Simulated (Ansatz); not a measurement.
**Resistivity from frozen vibrations: Cu(111) with 4 thermally displaced layers, 2x2**

How much do lattice vibrations at 800 K scatter the electrons of Cu? Layers with random displacements are laid between perfect leads, and the resistance is followed against their length.

Calculated with Ansatz 0.2.0; Ansatz plane-wave DFT, PBE, PAW files; ballistic transport by layer matching (Landauer), zero bias; PAW set soft_1.

Report form: the programs' logs are mostly left out.

### Step 1. Starting point

The cell holds 40 atoms: 40 Cu. Its edges and angles: a = 5.112 Å, b = 5.112 Å, c = 20.923 Å, α = 93.5°, β = 86.5°, γ = 120.0°. It derives from Cu. Regions: lead, 24 atoms (24 Cu); scattering region, 16 atoms (16 Cu). The structure is stacked along c, and the current runs across the ab planes.

### Step 2. With 4 displaced layers

Each atom of 4 layers is moved at random, by amounts drawn from a normal law 0.1251 Å wide in each direction from the Debye model (343 K) at 800 K. The layers about the cell's end stay perfect and serve as the lead. Disorder leaves little or no symmetry, which makes such runs dear. Energies from -0.05 to 0.05 eV in steps of 0.05 eV are too few for the program's thermal sum, so it prints no conductance; for a metal the transmission near the Fermi level serves, at a fraction of the cost.

Contents of input.yaml:

```yaml
crystal:
  lattice:
    - [5.1123254594, 0.0, 0.0]
    - [-2.5561627297, 4.4274037203, 0.0]
    - [1.2780813649, -0.73790062, 20.8709812911]
  atoms:
    - { symbol: Cu, position: [0.9916666667, 0.0083333333, 0.05] }
    - { symbol: Cu, position: [0.9916666667, 0.5083333333, 0.05] }
    - { symbol: Cu, position: [0.4916666667, 0.0083333333, 0.05] }
    - { symbol: Cu, position: [0.4916666667, 0.5083333333, 0.05] }
    - { symbol: Cu, position: [0.1416666667, 0.3583333333, 0.15] }
    - { symbol: Cu, position: [0.1416666667, 0.8583333333, 0.15] }
    - { symbol: Cu, position: [0.6416666667, 0.3583333333, 0.15] }
    - { symbol: Cu, position: [0.6416666667, 0.8583333333, 0.15] }
[... 28 atom lines left out ...]
    - { symbol: Cu, position: [0.8416666667, 0.1583333333, 0.95] }
    - { symbol: Cu, position: [0.8416666667, 0.6583333333, 0.95] }
    - { symbol: Cu, position: [0.3416666667, 0.1583333333, 0.95] }
    - { symbol: Cu, position: [0.3416666667, 0.6583333333, 0.95] }
kpoints:
  mp_grid: { grid: [5, 5, 1] }
hamiltonian:
  xc: pbe
  pseudopotentials: { kind: paw, azcp: { folder: soft_1 } }
scf:
  occupations: { method: fermi_dirac, width: 0.1 }
output:
  transmission:
    leads: [[0, 4]]
    kmesh: [10, 10]
    e_range: [-0.05, 0.05]
    de: 0.05
  write_potential: true
  write_density: true
  volumetric_format: npy
  elf: true
```

Run with:

```
> ansatz run input.yaml --threads 4 --pin off --max-ram 15360MiB --backend cpu --events-out ev --progress --plain --runs-dir out
```

Elapsed: 6.7 min, on 4 threads of Arm Neoverse V2, shared host; peak memory 5 GiB.

This step gave:

```
free energy                                    : -265005.2095 eV
energy at zero smearing                        : -265004.9596 eV
Fermi energy                                   : 16.34 eV
cell area                                      : 22.63 Å²
transmission per spin nearest the Fermi level  : 3.036
open channels per spin nearest the Fermi level : 3.21
step of the lead's potential                   : 4.6 meV
```

Per spin. Table of transmission, zone mean by energy, zero at the Fermi level:

| energy (eV) | transmission, zone mean |
| --- | --- |
| -0.0500 | 3.02 |
| 0.0000 | 3.04 |
| 0.0500 | 3.04 |

Per spin. The open channels, zone mean, lead stays at 3.21 for energy from -0.05 to 0.05 eV.

Transmission over k1 and k2. At 0.0000 eV from the Fermi level.

Ten even steps from '_' (2.48) to '@' (3.73):
```
--##------@@--------
----##----@@--------
------##..##--------
------::..____------
%%%%##++::--::++##%%
--------____..::----
----------##..##----
----------@@----##--
----------@@------##
##--------@@--------
```
Columns: k1 (b1) from -0.5 to 0.4; rows upwards: k2 (b2) from -0.5 to 0.4.

Open channels over k1 and k2. At 0.0000 eV from the Fermi level.

Ten even steps from '0' (3.00) to '9' (4.00):
```
0900090000
0090090000
0009090000
0000000000
9999000999
0000000000
0000090900
0000090090
0000090009
9000090000
```
Columns: k1 (b1) from -0.5 to 0.4; rows upwards: k2 (b2) from -0.5 to 0.4.

Electrostatic potential energy in the ca plane at fractional y = 0.619, with atoms of Cu within 0.2 Å of it. With pseudopotentials it is smooth inside the atoms' cores, unlike the true potential.

Ten even steps from '0' (-43 eV) to '9' (19 eV), each cell a mean:
```
99999999999500059999999999997200179999999999
99999975689853479999999999998400389999999999
99999851158988899999999998999755799999999999
99999840038999999997799865799999999988999999
99999963358987789997789743589999999855899878
99999998789952259998899854689878999855799877
99999999999830028999999987897313799987899988
99999999999840038999999999995000599999999999
99999975689975469999999999996100599999999999
99999851158998899999999989998424799999999999
99999840038999999998999867899888999988999999
99999963358977899988899755899999999855899878
99999998789621379998999866899755899855799877
99999999999400059999999989998300489987899988
```
Columns run along c (16.0 Å, from fractional 0.12 to 0.88 of the cell; values clipped at the 3rd and 97th percentile), rows up along a (5.1 Å). Atoms in or near the plane, at fractional coordinates: Cu at (0.34, 0.98), Cu at (0.65, 0.94), Cu at (0.64, 0.40).

Valence density in the ca plane at fractional y = 0.619, with atoms of Cu within 0.2 Å of it. It is the smooth field of the valence electrons, not physical close to the nuclei.

Ten steps, logarithmic in the rise over the least value, from '0' (0 e/Å³) to '9' (48 e/Å³), each cell a mean:
```
00000000000279720000000000001699510000000000
00000012210135310000000000000478410000000000
00000035630001000000000000000133100000000000
00000036641000000001100122100000000011000000
00000024420001100001100134200000000122100011
00000001100025520000000133200111000122100111
00000000000148851000000011101454100011000010
00000000000037741000000000003797300000000000
00000012210013320000000000002797300000000000
00000035630000000000000000001354100000000000
00000036641000000000000121000011000011000000
00000024420012100001000122100000000122100011
00000001110256410001000121000132100122100111
00000000000389730000000000001477300011000010
```
Columns run along c (16.0 Å, from fractional 0.12 to 0.88 of the cell), rows up along a (5.1 Å). Atoms in or near the plane, at fractional coordinates: Cu at (0.34, 0.98), Cu at (0.65, 0.94), Cu at (0.64, 0.40).

ELF in the ca plane at fractional y = 0.619, with atoms of Cu within 0.2 Å of it. It is the smooth field of the valence electrons, not physical close to the nuclei.

Ten even steps from '0' (0.15) to '9' (0.64), each cell a mean:
```
11111100121027200222222111210099001211111111
11112000001000000111111111210023001222111122
11112000000110001100001000010000001111111112
11112001100211111000001000001100010000011001
11112000000100001100001000001111110000011000
11011100001000000210011000011000010000011000
10001111121003400221111000010000001000011000
11111100011002200221111111210293001111111111
11112000001000000221111112210273001222211122
11112000000110001111111000110000001111111112
11112001100111111000011000011000011000011001
21112000001100001000011000012111110000011000
11011100001001001100011000011000010000011000
10001111121039300211121000010022001000011000
```
Columns run along c (16.0 Å, from fractional 0.12 to 0.88 of the cell), rows up along a (5.1 Å). Atoms in or near the plane, at fractional coordinates: Cu at (0.34, 0.98), Cu at (0.65, 0.94), Cu at (0.64, 0.40).

Over the solved energies the transmission per spin lies between 3.02 and 3.04, out of 3.21 channels of the lead on average (up to 3.21).

### Step 3. With 8 displaced layers

Each atom of 8 layers is moved at random, by amounts drawn from a normal law 0.1251 Å wide in each direction from the Debye model (343 K) at 800 K. A fresh draw is used; the growth of the resistance with length is what counts.

System of this step: Cu(111) with 8 thermally displaced layers, 2x2. The cell holds 56 atoms: 56 Cu. Cell: a = 5.112 Å, b = 5.112 Å, c = 29.257 Å, α = 87.5°, β = 92.5°, γ = 120.0°. It derives from Cu. Regions: lead, 24 atoms (24 Cu); scattering region, 32 atoms (32 Cu). The structure is stacked along c, and the current runs across the ab planes.

Contents of input.yaml:

```yaml
crystal:
  lattice:
    - [5.1123254594, 0.0, 0.0]
    - [-2.5561627297, 4.4274037203, 0.0]
    - [-1.2780813649, 0.73790062, 29.2193738075]
  atoms:
    - { symbol: Cu, position: [0.005952381, 0.994047619, 0.0357142857] }
    - { symbol: Cu, position: [0.005952381, 0.494047619, 0.0357142857] }
    - { symbol: Cu, position: [0.505952381, 0.994047619, 0.0357142857] }
    - { symbol: Cu, position: [0.505952381, 0.494047619, 0.0357142857] }
    - { symbol: Cu, position: [0.1845238095, 0.3154761905, 0.1071428571] }
    - { symbol: Cu, position: [0.1845238095, 0.8154761905, 0.1071428571] }
    - { symbol: Cu, position: [0.6845238095, 0.3154761905, 0.1071428571] }
    - { symbol: Cu, position: [0.6845238095, 0.8154761905, 0.1071428571] }
[... 44 atom lines left out ...]
    - { symbol: Cu, position: [0.3273809524, 0.1726190476, 0.9642857143] }
    - { symbol: Cu, position: [0.3273809524, 0.6726190476, 0.9642857143] }
    - { symbol: Cu, position: [0.8273809524, 0.1726190476, 0.9642857143] }
    - { symbol: Cu, position: [0.8273809524, 0.6726190476, 0.9642857143] }
kpoints:
  mp_grid: { grid: [5, 5, 1] }
hamiltonian:
  xc: pbe
  pseudopotentials: { kind: paw, azcp: { folder: soft_1 } }
scf:
  occupations: { method: fermi_dirac, width: 0.1 }
output:
  transmission:
    leads: [[0, 4]]
    kmesh: [10, 10]
    e_range: [-0.05, 0.05]
    de: 0.05
  write_potential: true
  write_density: true
  volumetric_format: npy
```

The job ended after 14 min (4 threads; peak memory 8.4 GiB; 50 min of CPU time).

Numbers from this step:

```
free energy                                   : -371005.3361 eV
energy at zero smearing                       : -371004.9837 eV
transmission per spin nearest the Fermi level : 2.820
step of the lead's potential                  : 5.2 meV
```

Per spin. Table of transmission, zone mean by energy, zero at the Fermi level:

| energy (eV) | transmission, zone mean |
| --- | --- |
| -0.0500 | 2.80 |
| 0.0000 | 2.82 |
| 0.0500 | 2.83 |

Over the solved energies the transmission per spin lies between 2.80 and 2.83, out of 3.21 channels of the lead on average (up to 3.21).

### Step 4. With 12 displaced layers

Each atom of 12 layers is moved at random, by amounts drawn from a normal law 0.1251 Å wide in each direction from the Debye model (343 K) at 800 K. A fresh draw is used; the growth of the resistance with length is what counts.

System of this step: Cu(111) with 12 thermally displaced layers, 2x2. The cell holds 72 atoms: 72 Cu. Its edges and angles: a = 5.112 Å, b = 5.112 Å, c = 37.568 Å, α = 90.0°, β = 90.0°, γ = 120.0°. It derives from Cu. Regions: lead, 24 atoms (24 Cu); scattering region, 48 atoms (48 Cu). The structure is stacked along c, and the current runs across the ab planes.

Contents of input.yaml:

```yaml
crystal:
  lattice:
    - [5.1123254594, 0.0, 0.0]
    - [-2.5561627297, 4.4274037203, 0.0]
    - [0.0, 0.0, 37.567766324]
  atoms:
    - { symbol: Cu, position: [0.0, 0.0, 0.0277777778] }
    - { symbol: Cu, position: [0.0, 0.5, 0.0277777778] }
    - { symbol: Cu, position: [0.5, 0.0, 0.0277777778] }
    - { symbol: Cu, position: [0.5, 0.5, 0.0277777778] }
    - { symbol: Cu, position: [0.1666666667, 0.3333333333, 0.0833333333] }
    - { symbol: Cu, position: [0.1666666667, 0.8333333333, 0.0833333333] }
    - { symbol: Cu, position: [0.6666666667, 0.3333333333, 0.0833333333] }
    - { symbol: Cu, position: [0.6666666667, 0.8333333333, 0.0833333333] }
[... 60 atom lines left out ...]
    - { symbol: Cu, position: [0.3333333333, 0.1666666667, 0.9722222222] }
    - { symbol: Cu, position: [0.3333333333, 0.6666666667, 0.9722222222] }
    - { symbol: Cu, position: [0.8333333333, 0.1666666667, 0.9722222222] }
    - { symbol: Cu, position: [0.8333333333, 0.6666666667, 0.9722222222] }
kpoints:
  mp_grid: { grid: [5, 5, 1] }
hamiltonian:
  xc: pbe
  pseudopotentials: { kind: paw, azcp: { folder: soft_1 } }
scf:
  occupations: { method: fermi_dirac, width: 0.1 }
output:
  transmission:
    leads: [[0, 4]]
    kmesh: [10, 10]
    e_range: [-0.05, 0.05]
    de: 0.05
  write_potential: true
  write_density: true
  volumetric_format: npy
```

Wall time 27 min (4 threads); peak memory 7.5 GiB.

Numbers from this step:

| Property | Result |
| --- | --- |
| free energy | -477004.4178 eV |
| energy at zero smearing | -477004.0110 eV |
| Fermi energy | 16.32 eV |
| transmission per spin nearest the Fermi level | 2.616 |
| step of the lead's potential | 4.5 meV |

Per spin. Table of transmission, zone mean by energy, zero at the Fermi level:

| energy (eV) | transmission, zone mean |
| --- | --- |
| -0.0500 | 2.61 |
| 0.0000 | 2.62 |
| 0.0500 | 2.65 |

Over the solved energies the transmission per spin lies between 2.61 and 2.65, out of 3.21 channels of the lead on average (up to 3.21).

### Step 5. Resistance against length

This step: Ansatz plane-wave DFT, PBE, PAW files; ballistic transport by layer matching (Landauer), zero bias; resistivity from the slope of the area resistance; PAW set soft_1 (Ansatz 0.2.0).

Numbers from this step:

```yaml
resistivity: 8.999 µΩ cm
intercept: -0.02231 fΩ m²
scatter_about_the_fit: 7.08e-4 fΩ m²
```

Resistance, by row:

| run | length (Å) | T | channels N | RA (fΩ m²) |
| --- | --- | --- | --- | --- |
| n4 | 8.348 | 3.032 | 3.21 | 0.05332 |
| n8 | 16.7 | 2.817 | 3.21 | 0.1269 |
| n12 | 25.05 | 2.623 | 3.21 | 0.2036 |

Area resistance against length of the displaced region:

| length of the displaced region (Å) | area resistance (fΩ m²) |
| --- | --- |
| 8.35 | 0.0533 |
| 16.70 | 0.127 |
| 25.05 | 0.204 |

The area resistance goes from 0.053 to 0.20 fΩ m² between 8.3 and 25.0 Å, a slope of 9.0 µΩ cm.

By hand from the end points: (0.2036 − 0.05332) fΩ m² / (25.05 − 8.35) Å = 9.0 µΩ cm, since 1 fΩ m² per Å is 1000 µΩ cm.

### Step 6. Summary of results

```
resistivity from the slope  : 9.00 µΩ cm
area resistance over 8.35 Å : 0.0533 fΩ m²
area resistance over 16.7 Å : 0.127 fΩ m²
area resistance over 25.0 Å : 0.204 fΩ m²
```

In words: The slope gives 9.0 µΩ cm. The points scatter by 7.1e-4 fΩ m² about the line, with one random draw a length in a 2x2 cell, so the slope is a rough value. The mean square of the displacements drawn is 0.78, 0.91 and 1.0 of the nominal one at the three lengths; with each resistance scaled back by that, the slope is 7.8 µΩ cm, the value used below. Read with a model of isotropic scattering on a spherical Fermi surface and the lead's 1.1×10¹⁵ S/m², this slope means a mean free path near 99 Å; over these lengths the model's slope is 1.13 times its bulk resistivity, which would be 6.9 µΩ cm. Uncorrelated displacements put too much weight on short waves, which scatter strongly; with the sideways repeat of a small cell, one draw and three short lengths, the method is good to a factor of two or three.

[Logs are printed without paths, hosts, clocks, repeated set-up lines and the standing remarks that a program may print on its own settings, such as how far it seeks lower states.]

[Hosts, paths, dates, database ids (printed as entryN), source tags and the programs' standing remarks are cut or masked in the printed files.]
